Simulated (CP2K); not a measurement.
Two runs for the O K edge of oxygen difluoride. Run A: CP2K XAS_TDP, all-electron GAPW, PBEh(45%), aug-cc-pVTZ, TDA, no relativity. Run B differs in one setting.

First lines with a strength over 0.0015. A:

| atom | energy (eV) | states | strength, one atom |
| --- | --- | --- | --- |
| O2 (bonded to 2 F) | 528.73 | 1 | 0.0905 |
|  | 528.74 | 1 | 0.0704 |
|  | 538.53 | 1 | 0.0030 |
|  | 539.55 | 1 | 0.0020 |
|  | 539.59 | 1 | 0.0023 |

B:

| atom | energy (eV) | states | strength, one atom |
| --- | --- | --- | --- |
| O2 (bonded to 2 F) | 533.07 | 1 | 0.0897 |
|  | 533.08 | 1 | 0.0699 |
|  | 542.87 | 1 | 0.0029 |
|  | 543.89 | 1 | 0.0020 |
|  | 543.93 | 1 | 0.0023 |

Which was it: the basis, GW2X switched on, scalar relativity switched on, the functional?

GW2X switched on. GW2X shifts an atom's lines together and keeps their spacings. Against PBEh(45%) in aug-cc-pVTZ, the leading line moves by +4.34 eV, to 533.07 eV.

[Hosts, paths, dates, database ids (printed as entryN), source tags and the programs' standing remarks are cut or masked in the printed files.]
